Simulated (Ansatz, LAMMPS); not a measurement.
# Static equation of state of amorphous 65GeO2-35La2O3 (mol %) (96 atoms)

Density of this cell: 4.94 g/cm³. The cell holds 96 atoms: 17 Ge, 18 La and 61 O. Its edges and angles: a = 11.214 Å, b = 12.216 Å, c = 11.579 Å, α = 91.1°, β = 90.3°, γ = 86.7°. The starting structure: 96 atoms (17 Ge, 18 Nd, 61 O) placed at random at 5.25 g/cm³, melted at 5000 K for 10 ps at fixed volume with the Morse and Coulomb pair potential with partial charges (Pedone, Malavasi, Menziani, Cormack and Segre, J. Phys. Chem. B 110, 11780 (2006)). Quenched from 5000 K to 300 K at 20 K/ps and fixed volume, held 10 ps at zero pressure, then minimised at fixed cell. Then Nd was replaced by La and the cell scaled by 1.016 (the potential has no terms for the new elements, so the cell is a start for a DFT relaxation).

Calculated with Ansatz 0.2.0: Kohn-Sham DFT, PBE, PAW (set soft_2), plane waves; cutoff 420 eV, Γ point, gaussian smearing of 0.05 eV. Cell and atoms were relaxed first, to V0 = 16.492 Å³ an atom at a residual P0 = -0.001 GPa. The cell was then scaled evenly, and the atoms were relaxed at each volume.

| volume (Å³/atom) | pressure (GPa) |
| --- | --- |
| 14.843 | ? |
| 15.502 | 3.984 |
| 15.997 | 1.921 |
| 16.987 | -1.531 |
| 17.481 | -2.737 |

Task: Fit the third-order Birch–Murnaghan equation to the rows given and extrapolate to the withheld row.

Worked fit:

Take the Eulerian strain f = ½[(V0/V)^(2/3) − 1] and the normalised pressure F = (P − P0) / [3f(1 + 2f)^(5/2)]. The third-order Birch–Murnaghan equation is then the line F = B0 + (3/2)B0(B′ − 4) f, so u = f and v = F.

| u = f | v = F (GPa) |
| --- | --- |
| 0.0210564 | 56.8996 |
| 0.0102569 | 59.3504 |
| -0.00975661 | 54.9156 |
| -0.0190507 | 52.7687 |

With n = 4: mean u = 6.2651e-4, mean v = 55.9836, Σ(u − ū)² = 0.0010051, Σ(u − ū)(v − v̄) = 0.12549. Slope b = 0.12549 / 0.0010051 = 124.85; intercept a = v̄ − b ū = 55.905.

So B0 = a = 55.9 GPa and B′ = 4 + 2b/(3a) = 5.49. At the withheld volume f = 0.03638, F = a + b f = 60.45 GPa, and P = P0 + 3f(1 + 2f)^(5/2) F.

Prediction at 14.843: 7.864 GPa. The run gave 6.405 GPa, so the fit is high by 1.5 GPa (23 % of the value).

The series isn't one smooth equation of state: even a line fitted to all rows, the withheld one included, misses F by up to 9.0 %, the count of bonds changes along the series and an atom moves over 0.5 Å in some relaxation. B0 and B′ are then only the numbers of this fit, not moduli of the material. Among the rows given, the largest miss of the fit is at 15.502, by 0.11 GPa (1.3 % of the range of the table).

Limits: Static cells at zero temperature; the cell shape is held. The program notes that the SCF threshold of these relaxations is loose for the stress. The quench rate of 20 K/ps is many orders above laboratory rates, so the cell is likely richer in defects and strain than a real sample. The network of bonds at the start is that of the classical potential that made the cell, and needn't be the one that DFT or experiment would give. Only the Γ point is sampled, in a cell whose shortest periodic width is 11 Å.

[Hosts, paths, dates, database ids (printed as entryN), source tags and the programs' standing remarks are cut or masked in the printed files.]
